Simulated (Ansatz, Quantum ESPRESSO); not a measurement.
# Ba: work function by face, part 4 of 7

Wanted: work functions of Ba face by face, under two functionals.

Quantum ESPRESSO 7.5; plane-wave DFT, PBE, GBRV ultrasoft pseudopotentials; geometry and cross-check by Ansatz 0.2.0 with PAW datasets.

So far. Step 6 (Potential by pp.x of (110)): On (110) the work function under LDA lies +0.17 eV from PBE's. Step 7 (Geometry from Ansatz of (100)): The relaxation lowers the energy by 2 meV an atom. Held were the atoms numbered 3; the forces quoted are those on the free ones.

## Step 8: Ground state of (100), PBE

Level of this step: plane-wave DFT, PBE, GBRV ultrasoft pseudopotentials (Quantum ESPRESSO 7.5).

Input file 100.pbe.in:

```
&control
  prefix = '100.pbe'
  outdir = './out'
  pseudo_dir = './pseudo'
  calculation = 'scf'
  tprnfor = .true.
/
&system
  ibrav = 0
  nat = 5
  ntyp = 1
  ecutwfc = 40
  ecutrho = 200
  occupations = 'smearing'
  smearing = 'mv'
  degauss = 0.02
/
&electrons
  conv_thr = 1e-07
  mixing_beta = 0.4
  electron_maxstep = 120
  mixing_mode = 'local-TF'
/
ATOMIC_SPECIES
  Ba  137.3270  ba_pbe_v1.uspp.F.UPF
CELL_PARAMETERS angstrom
  5.02000000000000 0.00000000000000 0.00000000000000
  0.00000000000000 5.02000000000000 0.00000000000000
  0.00000000000000 0.00000000000000 26.04000000000000
ATOMIC_POSITIONS crystal
  Ba  -0.000000000000 0.000000000000 0.305085704316
  Ba  0.500000000000 0.500000000000 0.405798283835
  Ba  0.000000000000 0.000000000000 0.500000000000
  Ba  0.500000000000 0.500000000000 0.594201684655
  Ba  0.000000000000 0.000000000000 0.694914221419
K_POINTS automatic
  6 6 1 0 0 0
```

Launch:

```
$ OMP_NUM_THREADS=1 mpirun -n 4 pw.x -nk 2 -in 100.pbe.in > 100.pbe.out
```

The log of the run:

```text
[banner, memory and clock lines left out]
Program PWSCF v.7.5 starts

          URL

     Message from routine setup:
     using ibrav=0 with symmetry is DISCOURAGED, use correct ibrav instead

     bravais-lattice index     =            0
     lattice parameter (alat)  =       9.4864  a.u.
     unit-cell volume          =    4428.3814 (a.u.)^3
     number of atoms/cell      =            5
     number of atomic types    =            1
     number of electrons       =        50.00
     number of Kohn-Sham states=           30
     kinetic-energy cutoff     =      40.0000  Ry
     charge density cutoff     =     200.0000  Ry
     scf convergence threshold =      1.0E-07
     mixing beta               =       0.4000
     number of iterations used =            8  local-TF  mixing
     Exchange-correlation= SLA  PW   PBE  PBE
                           (   1   4   3   4   0   0   0)

     celldm(1)=   9.486425  celldm(2)=   0.000000  celldm(3)=   0.000000
     celldm(4)=   0.000000  celldm(5)=   0.000000  celldm(6)=   0.000000

     crystal axes: (cart. coord. in units of alat)
               a(1) = (   1.000000   0.000000   0.000000 )
               a(2) = (   0.000000   1.000000   0.000000 )
               a(3) = (   0.000000   0.000000   5.187251 )

     reciprocal axes: (cart. coord. in units 2 pi/alat)
               b(1) = (  1.000000  0.000000  0.000000 )
               b(2) = (  0.000000  1.000000  0.000000 )
               b(3) = (  0.000000  0.000000  0.192780 )

     PseudoPot. # 1 for Ba read from file:
     ./pseudo/ba_pbe_v1.uspp.F.UPF
     Pseudo is Ultrasoft + core correction, Zval = 10.0
     Generated by new atomic code, or converted to UPF format
     Using radial grid of  907 points,  7 beta functions with:
                l(1) =   0
                l(2) =   0
                l(3) =   1
                l(4) =   1
                l(5) =   2
                l(6) =   2
                l(7) =   3
     Q(r) pseudized with  6 coefficients,  rinner =    1.700   1.700   1.700
                                                       1.700   1.700   1.700
                                                       1.700

     atomic species   valence    mass     pseudopotential
     Ba               10.00   137.32700     Ba( 1.00)

     16 Sym. Ops., with inversion, found

   Cartesian axes

     site n.     atom                  positions (alat units)
         1        Ba     tau(   1) = (   0.0000000   0.0000000   1.5825561  )
         2        Ba     tau(   2) = (   0.5000000   0.5000000   2.1049776  )
         3        Ba     tau(   3) = (   0.0000000   0.0000000   2.5936255  )
         4        Ba     tau(   4) = (   0.5000000   0.5000000   3.0822733  )
         5        Ba     tau(   5) = (   0.0000000   0.0000000   3.6046945  )

     number of k points=    10  Marzari-Vanderbilt smearing, width (Ry)=  0.0200
                       cart. coord. in units 2pi/alat
        k(    1) = (   0.0000000   0.0000000   0.0000000), wk =   0.0555556
        k(    2) = (   0.0000000   0.1666667   0.0000000), wk =   0.2222222
        k(    3) = (   0.0000000   0.3333333   0.0000000), wk =   0.2222222
        k(    4) = (   0.0000000  -0.5000000   0.0000000), wk =   0.1111111
        k(    5) = (   0.1666667   0.1666667   0.0000000), wk =   0.2222222
        k(    6) = (   0.1666667   0.3333333   0.0000000), wk =   0.4444444
        k(    7) = (   0.1666667  -0.5000000   0.0000000), wk =   0.2222222
        k(    8) = (   0.3333333   0.3333333   0.0000000), wk =   0.2222222
        k(    9) = (   0.3333333  -0.5000000   0.0000000), wk =   0.2222222
        k(   10) = (  -0.5000000  -0.5000000   0.0000000), wk =   0.0555556

     Dense  grid:   211645 G-vectors     FFT dimensions: (  45,  45, 225)

     Smooth grid:   151063 G-vectors     FFT dimensions: (  40,  40, 200)

     Initial potential from superposition of free atoms

     starting charge      49.9250, renormalised to      50.0000

     negative rho (up, down):  4.753E-01 0.000E+00
     Starting wfcs are   65 randomized atomic wfcs

     per-process dynamical memory:   110.1 Mb

     Self-consistent Calculation

     iteration #  1     ecut=    40.00 Ry     beta= 0.40
     Davidson diagonalization with overlap
     ethr =  1.00E-02,  avg # of iterations =  2.0

     negative rho (up, down):  4.632E-01 0.000E+00

     total energy              =    -351.36520019 Ry
     estimated scf accuracy    <       1.10580923 Ry

     iteration #  2     ecut=    40.00 Ry     beta= 0.40
     Davidson diagonalization with overlap
     ethr =  2.21E-03,  avg # of iterations =  1.0

     negative rho (up, down):  4.277E-01 0.000E+00

     total energy              =    -351.25287060 Ry
     estimated scf accuracy    <       0.74145374 Ry

     iteration #  3     ecut=    40.00 Ry     beta= 0.40
     Davidson diagonalization with overlap
     ethr =  1.48E-03,  avg # of iterations =  4.1

     negative rho (up, down):  4.595E-01 0.000E+00

     total energy              =    -351.30181213 Ry
     estimated scf accuracy    <       0.14385546 Ry

     iteration #  4     ecut=    40.00 Ry     beta= 0.40
     Davidson diagonalization with overlap
     ethr =  2.88E-04,  avg # of iterations =  4.2

     negative rho (up, down):  4.491E-01 0.000E+00

     total energy              =    -351.31102013 Ry
     estimated scf accuracy    <       0.28902600 Ry

     iteration #  5     ecut=    40.00 Ry     beta= 0.40
     Davidson diagonalization with overlap
     ethr =  2.88E-04,  avg # of iterations =  2.8

     negative rho (up, down):  4.422E-01 0.000E+00

     total energy              =    -351.31246512 Ry
     estimated scf accuracy    <       0.06681792 Ry

     iteration #  6     ecut=    40.00 Ry     beta= 0.40
     Davidson diagonalization with overlap
     ethr =  1.34E-04,  avg # of iterations =  6.8

     negative rho (up, down):  4.486E-01 0.000E+00

     total energy              =    -351.31550756 Ry
     estimated scf accuracy    <       0.02796776 Ry

     iteration #  7     ecut=    40.00 Ry     beta= 0.40
     Davidson diagonalization with overlap
     ethr =  5.59E-05,  avg # of iterations =  6.1

     negative rho (up, down):  4.476E-01 0.000E+00

     total energy              =    -351.32075924 Ry
     estimated scf accuracy    <       0.07265237 Ry

     iteration #  8     ecut=    40.00 Ry     beta= 0.40
     Davidson diagonalization with overlap
     ethr =  5.59E-05,  avg # of iterations =  1.6

     negative rho (up, down):  4.464E-01 0.000E+00

     total energy              =    -351.31576252 Ry
     estimated scf accuracy    <       0.04656644 Ry

     iteration #  9     ecut=    40.00 Ry     beta= 0.40
     Davidson diagonalization with overlap
     ethr =  5.59E-05,  avg # of iterations =  3.4

     negative rho (up, down):  4.477E-01 0.000E+00

     total energy              =    -351.31672232 Ry
     estimated scf accuracy    <       0.00684674 Ry

     iteration # 10     ecut=    40.00 Ry     beta= 0.40
     Davidson diagonalization with overlap
     ethr =  1.37E-05,  avg # of iterations =  8.9

     negative rho (up, down):  4.446E-01 0.000E+00

     total energy              =    -351.31751951 Ry
     estimated scf accuracy    <       0.00223746 Ry

     iteration # 11     ecut=    40.00 Ry     beta= 0.40
     Davidson diagonalization with overlap
     ethr =  4.47E-06,  avg # of iterations =  4.7

     negative rho (up, down):  4.443E-01 0.000E+00

     total energy              =    -351.31784306 Ry
     estimated scf accuracy    <       0.00145083 Ry

     iteration # 12     ecut=    40.00 Ry     beta= 0.40
     Davidson diagonalization with overlap
     ethr =  2.90E-06,  avg # of iterations =  3.3

     negative rho (up, down):  4.441E-01 0.000E+00

     total energy              =    -351.31795007 Ry
     estimated scf accuracy    <       0.00001322 Ry

     iteration # 13     ecut=    40.00 Ry     beta= 0.40
     Davidson diagonalization with overlap
     ethr =  2.64E-08,  avg # of iterations =  6.9

     negative rho (up, down):  4.443E-01 0.000E+00

     total energy              =    -351.31796899 Ry
     estimated scf accuracy    <       0.00000571 Ry

     iteration # 14     ecut=    40.00 Ry     beta= 0.40
     Davidson diagonalization with overlap
     ethr =  1.14E-08,  avg # of iterations =  7.2

     negative rho (up, down):  4.444E-01 0.000E+00

     total energy              =    -351.31796614 Ry
     estimated scf accuracy    <       0.00004546 Ry

     iteration # 15     ecut=    40.00 Ry     beta= 0.40
     Davidson diagonalization with overlap
     ethr =  1.14E-08,  avg # of iterations =  6.2

     negative rho (up, down):  4.444E-01 0.000E+00

     total energy              =    -351.31797057 Ry
     estimated scf accuracy    <       0.00000090 Ry

     iteration # 16     ecut=    40.00 Ry     beta= 0.40
     Davidson diagonalization with overlap
     ethr =  1.80E-09,  avg # of iterations =  4.7

     negative rho (up, down):  4.443E-01 0.000E+00

     total energy              =    -351.31797099 Ry
     estimated scf accuracy    <       0.00000066 Ry

     iteration # 17     ecut=    40.00 Ry     beta= 0.40
     Davidson diagonalization with overlap
     ethr =  1.31E-09,  avg # of iterations =  2.2

     negative rho (up, down):  4.443E-01 0.000E+00

     total energy              =    -351.31797102 Ry
     estimated scf accuracy    <       0.00000016 Ry

     iteration # 18     ecut=    40.00 Ry     beta= 0.40
     Davidson diagonalization with overlap
     ethr =  3.11E-10,  avg # of iterations =  3.9

     negative rho (up, down):  4.443E-01 0.000E+00

     End of self-consistent calculation

          k = 0.0000 0.0000 0.0000 ( 19007 PWs)   bands (ev):

   -27.8633 -27.8633 -27.1357 -27.1059 -27.0782 -13.0536 -13.0534 -12.9487
   -12.9487 -12.9485 -12.9485 -12.4010 -12.3675 -12.3675 -12.3392 -12.2324
   -12.2324 -12.1718 -12.1247 -12.1247  -0.8331  -0.2851   0.4866   1.1864
     1.2892   1.2963   1.6858   2.2650   2.3909   2.4204

          k = 0.0000 0.1667 0.0000 ( 18985 PWs)   bands (ev):

   -27.8626 -27.8626 -27.1312 -27.1052 -27.0814 -13.0531 -13.0531 -12.9691
   -12.9691 -12.9458 -12.9456 -12.4227 -12.4067 -12.3510 -12.3015 -12.2650
   -12.2320 -12.1450 -12.1422 -12.1402  -0.5896  -0.0821   0.6289   1.2730
     1.3898   1.4648   1.7896   2.2335   2.4305   2.4857

          k = 0.0000 0.3333 0.0000 ( 18907 PWs)   bands (ev):

   -27.8612 -27.8612 -27.1194 -27.1040 -27.0906 -13.0533 -13.0522 -13.0093
   -13.0087 -12.9399 -12.9399 -12.4772 -12.4352 -12.3059 -12.2987 -12.2781
   -12.2312 -12.1833 -12.1598 -12.1266   0.0607   0.4208   0.8593   1.2301
     1.4326   1.7805   2.0829   2.2922   2.4742   2.6574

          k = 0.0000-0.5000 0.0000 ( 18840 PWs)   bands (ev):

   -27.8605 -27.8605 -27.1053 -27.1034 -27.1033 -13.0539 -13.0517 -13.0292
   -13.0279 -12.9370 -12.9370 -12.4982 -12.4540 -12.3116 -12.2735 -12.2519
   -12.2362 -12.2308 -12.1601 -12.1238   0.8455   0.8601   0.8770   0.9671
     1.0295   2.0413   2.1071   2.3935   2.5500   2.5543

          k = 0.1667 0.1667 0.0000 ( 18981 PWs)   bands (ev):

   -27.8619 -27.8619 -27.1272 -27.1046 -27.0841 -13.0519 -13.0515 -12.9667
   -12.9663 -12.9663 -12.9660 -12.4162 -12.4075 -12.3981 -12.2714 -12.2670
   -12.2494 -12.1765 -12.1377 -12.1292  -0.3593   0.1269   0.8073   1.4381
     1.5503   1.5871   1.8461   2.2218   2.3991   2.4167

          k = 0.1667 0.3333 0.0000 ( 18910 PWs)   bands (ev):

   -27.8605 -27.8605 -27.1168 -27.1033 -27.0918 -13.0499 -13.0488 -13.0067
   -13.0062 -12.9609 -12.9606 -12.4702 -12.4200 -12.3835 -12.2777 -12.2715
   -12.2503 -12.1921 -12.1413 -12.1389   0.2461   0.6422   1.1115   1.4770
     1.6074   1.7959   2.0789   2.2465   2.3302   2.3947

          k = 0.1667-0.5000 0.0000 ( 18904 PWs)   bands (ev):

   -27.8598 -27.8598 -27.1046 -27.1027 -27.1027 -13.0492 -13.0476 -13.0264
   -13.0258 -12.9580 -12.9580 -12.4954 -12.4312 -12.3783 -12.2761 -12.2695
   -12.2472 -12.2016 -12.1469 -12.1448   0.9738   1.0221   1.1004   1.2038
     1.2585   1.9792   2.0090   2.2913   2.3144   2.3702

          k = 0.3333 0.3333 0.0000 ( 18874 PWs)   bands (ev):

   -27.8592 -27.8592 -27.1102 -27.1019 -27.0957 -13.0433 -13.0423 -13.0027
   -13.0021 -13.0009 -13.0006 -12.4598 -12.4578 -12.3864 -12.3020 -12.2827
   -12.2746 -12.1745 -12.1673 -12.1381   0.6682   1.1515   1.4424   1.6830
     1.8841   1.9697   2.0363   2.1292   2.1298   2.2875

          k = 0.3333-0.5000 0.0000 ( 18900 PWs)   bands (ev):

   -27.8586 -27.8586 -27.1032 -27.1013 -27.1013 -13.0397 -13.0389 -13.0222
   -13.0218 -12.9994 -12.9990 -12.4898 -12.4554 -12.3701 -12.3142 -12.2864
   -12.2739 -12.2032 -12.1575 -12.1410   1.0713   1.0916   1.5357   1.6226
     1.8208   1.9613   1.9750   2.1803   2.2572   2.4446

          k =-0.5000-0.5000 0.0000 ( 18860 PWs)   bands (ev):

   -27.8579 -27.8579 -27.1025 -27.1006 -27.1005 -13.0340 -13.0333 -13.0208
   -13.0208 -13.0200 -13.0200 -12.4870 -12.4870 -12.3311 -12.2990 -12.2990
   -12.2793 -12.2733 -12.1425 -12.1425   1.0408   1.0549   1.5498   1.6651
     2.0153   2.0846   2.0849   2.1812   2.1813   2.3718

     the Fermi energy is     1.7115 ev

!    total energy              =    -351.31797100 Ry
     estimated scf accuracy    <       0.00000004 Ry
     smearing contrib. (-TS)   =      -0.00087323 Ry
     internal energy E=F+TS    =    -351.31709778 Ry

     The total energy is F=E-TS. E is the sum of the following terms:
     one-electron contribution =    -845.48017169 Ry
     hartree contribution      =     425.31161002 Ry
     xc contribution           =    -137.85505602 Ry
     ewald contribution        =     206.70651991 Ry

     convergence has been achieved in  18 iterations

     negative rho (up, down):  4.443E-01 0.000E+00

     Forces acting on atoms (cartesian axes, Ry/au):

     atom    1 type  1   force =     0.00000000    0.00000000   -0.00022538
     atom    2 type  1   force =     0.00000000    0.00000000    0.00017969
     atom    3 type  1   force =     0.00000000    0.00000000    0.00000000
     atom    4 type  1   force =     0.00000000    0.00000000   -0.00017969
     atom    5 type  1   force =     0.00000000    0.00000000    0.00022538

     Total force =     0.000408     Total SCF correction =     0.000503
     SCF correction compared to forces is large: reduce conv_thr to get better values

     XML data file, charge density, pseudopotentials, collected wavefunctions

                                        0.00s GPU  (     495 calls)
```

Wall time 60 s (4 MPI ranks of Arm Neoverse V2, shared host); peak memory 1.7 GiB; 4 min of CPU time.

This step gave:

```
free energy  : -4779.9245 eV
Fermi energy : 1.712 eV
```

## Step 9: Electrostatic potential of (100)

Input file 100.pbe.pot.in:

```
&inputpp
  prefix = '100.pbe'
  outdir = './out'
  filplot = '100.pbe.pot.dat'
  plot_num = 11
/
```

Launch:

```
$ OMP_NUM_THREADS=1 mpirun -n 4 pp.x -in 100.pbe.pot.in > 100.pbe.pot.out
```

The log of the run:

```text
[banner, memory and clock lines left out]
Program POST-PROC v.7.5 starts

          URL

     ./out/100.pbe.save/

     IMPORTANT: XC functional enforced from input :
     Exchange-correlation= PBE
                           (   1   4   3   4   0   0   0)
     Any further DFT definition will be discarded
     Please, verify this is what you really want

     negative rho (up, down):  4.443E-01 0.000E+00

     Calling punch_plot, plot_num =  11
     Writing data to file  100.pbe.pot.dat
     Message from routine chdens:
     namelist plot not found or invalid, exiting
```

Run time: 1.2 s. Hardware: 4 MPI ranks; peak memory 0.33 GiB; 4.5 s of CPU time.

This step gave:

* work function of the upper face: 2.353 eV
* slope of the potential above: 0.004319 eV/Å
* upper vacuum line continued to the top atoms, over the Fermi level: 2.330 eV
* work function of the lower face: 2.354 eV
* slope of the potential below: -0.003030 eV/Å
* lower vacuum line continued to the bottom atoms, over the Fermi level: 2.336 eV

The potential energy, planar mean oscillates, so the rows of the table below give means over windows of 2.55 Å about each position, cut where the curve ends. Its maxima inside the range that stand out by 2 % of the span (Å: eV): 9.3: -0.277, 11.8: -0.759, 14.2: -0.759, 16.8: -0.277. Its minima: 8.0: -3.75, 10.6: -3.26, 13.1: -3.38, 15.4: -3.26, 18.1: -3.75.

Electrostatic potential energy of an electron; zero at the Fermi level. Potential energy, planar mean against z; means over each step:

```csv
z (Å),"potential energy, planar mean (eV)"
1.27,2.36
3.82,2.32
6.38,0.424
8.92,-2.07
11.47,-2.23
14.03,-2.26
16.57,-1.96
19.12,-0.800
21.67,2.27
24.22,2.35
```

## Step 10: Self-consistent run of (100), LDA

Level of this step: plane-wave DFT, LDA, GBRV ultrasoft pseudopotentials (Quantum ESPRESSO 7.5).

100.lda.in, as its differences from the input of step 8:

```diff
@@ -1,3 +1,3 @@
 &control
-  prefix = '100.pbe'
+  prefix = '100.lda'
   outdir = './out'
@@ -24,3 +24,3 @@
 ATOMIC_SPECIES
-  Ba  137.3270  ba_pbe_v1.uspp.F.UPF
+  Ba  137.3270  ba_lda_v1.uspp.F.UPF
 CELL_PARAMETERS angstrom
```

Launch:

```
$ OMP_NUM_THREADS=1 mpirun -n 4 pw.x -nk 2 -in 100.lda.in > 100.lda.out
```

The log of the run:

```text
[banner, memory and clock lines left out]
Program PWSCF v.7.5 starts
[...]
Message from routine setup:
[...]
number of electrons       =        50.00
     number of Kohn-Sham states=           30
     kinetic-energy cutoff     =      40.0000  Ry
     charge density cutoff     =     200.0000  Ry
[...]
number of k points=    10  Marzari-Vanderbilt smearing, width (Ry)=  0.0200
[...]
Dense  grid:   211645 G-vectors     FFT dimensions: (  45,  45, 225)
[...]
negative rho (up, down):  4.932E-01 0.000E+00
     Starting wfcs are   65 randomized atomic wfcs
[...]
negative rho (up, down):  4.807E-01 0.000E+00
[...]
estimated scf accuracy    <       1.05679144 Ry
[...]
negative rho (up, down):  4.447E-01 0.000E+00
[...]
estimated scf accuracy    <       0.70737571 Ry
[...]
negative rho (up, down):  4.768E-01 0.000E+00
[...]
estimated scf accuracy    <       0.13047409 Ry
[...]
negative rho (up, down):  4.677E-01 0.000E+00
[...]
estimated scf accuracy    <       0.23405341 Ry
[...]
negative rho (up, down):  4.604E-01 0.000E+00
[...]
estimated scf accuracy    <       0.06247367 Ry
[...]
negative rho (up, down):  4.654E-01 0.000E+00
[...]
estimated scf accuracy    <       0.01492016 Ry
[...]
negative rho (up, down):  4.647E-01 0.000E+00
[...]
estimated scf accuracy    <       0.05846196 Ry
[...]
negative rho (up, down):  4.640E-01 0.000E+00
[...]
estimated scf accuracy    <       0.03649522 Ry
[...]
negative rho (up, down):  4.662E-01 0.000E+00
[...]
estimated scf accuracy    <       0.01984698 Ry
[...]
negative rho (up, down):  4.629E-01 0.000E+00
[...]
estimated scf accuracy    <       0.00967540 Ry
[...]
negative rho (up, down):  4.615E-01 0.000E+00
[...]
estimated scf accuracy    <       0.00063285 Ry
[...]
negative rho (up, down):  4.614E-01 0.000E+00
[...]
estimated scf accuracy    <       0.00003269 Ry
[...]
negative rho (up, down):  4.617E-01 0.000E+00
[...]
estimated scf accuracy    <       0.00020595 Ry
[...]
negative rho (up, down):  4.620E-01 0.000E+00
[...]
estimated scf accuracy    <       0.00003059 Ry
[...]
negative rho (up, down):  4.619E-01 0.000E+00
[...]
estimated scf accuracy    <       0.00000561 Ry
[...]
negative rho (up, down):  4.618E-01 0.000E+00
[...]
estimated scf accuracy    <       0.00000048 Ry
[...]
negative rho (up, down):  4.618E-01 0.000E+00
[...]
the Fermi energy is     1.5114 ev
!    total energy              =    -351.62986904 Ry
     estimated scf accuracy    <       0.00000002 Ry
     smearing contrib. (-TS)   =      -0.00116075 Ry
     internal energy E=F+TS    =    -351.62870829 Ry
[...]
one-electron contribution =    -846.10804519 Ry
     hartree contribution      =     425.51758127 Ry
     xc contribution           =    -137.74476429 Ry
     ewald contribution        =     206.70651991 Ry
     convergence has been achieved in  17 iterations
     negative rho (up, down):  4.618E-01 0.000E+00
[...]
Total force =     0.010025     Total SCF correction =     0.000231
[...]
```

It took 56 s on 4 MPI ranks; peak memory 1.7 GiB; 3.7 min of CPU time.

Numbers from this step:

* free energy: -4784.1681 eV
* Fermi energy: 1.511 eV

## Step 11: Electrostatic potential of (100)

Input file 100.lda.pot.in:

```
&inputpp
  prefix = '100.lda'
  outdir = './out'
  filplot = '100.lda.pot.dat'
  plot_num = 11
/
```

Launch:

```
$ OMP_NUM_THREADS=1 mpirun -n 4 pp.x -in 100.lda.pot.in > 100.lda.pot.out
```

Run time: 1.1 s. Hardware: 4 MPI ranks; peak memory 0.33 GiB; 4.3 s of CPU time.

This step gave:

* work function of the upper face: 2.526 eV
* slope of the potential above: 0.003632 eV/Å
* upper vacuum line continued to the top atoms, over the Fermi level: 2.507 eV
* work function of the lower face: 2.527 eV
* slope of the potential below: -0.002532 eV/Å
* lower vacuum line continued to the bottom atoms, over the Fermi level: 2.512 eV

On (100) the work function under LDA lies +0.17 eV from PBE's.

(Continued in part 5 of 7.)

[Logs are printed without paths, hosts, clocks, repeated set-up lines and the standing remarks that a program may print on its own settings, such as how far it seeks lower states.]

[Hosts, paths, dates, database ids (printed as entryN), source tags and the programs' standing remarks are cut or masked in the printed files.]

[Maps of the electrostatic potential energy from Ansatz leave out the sawtooth potential of an applied field or a dipole correction, so their vacuum need not be flat; planar profiles and work functions include it.]
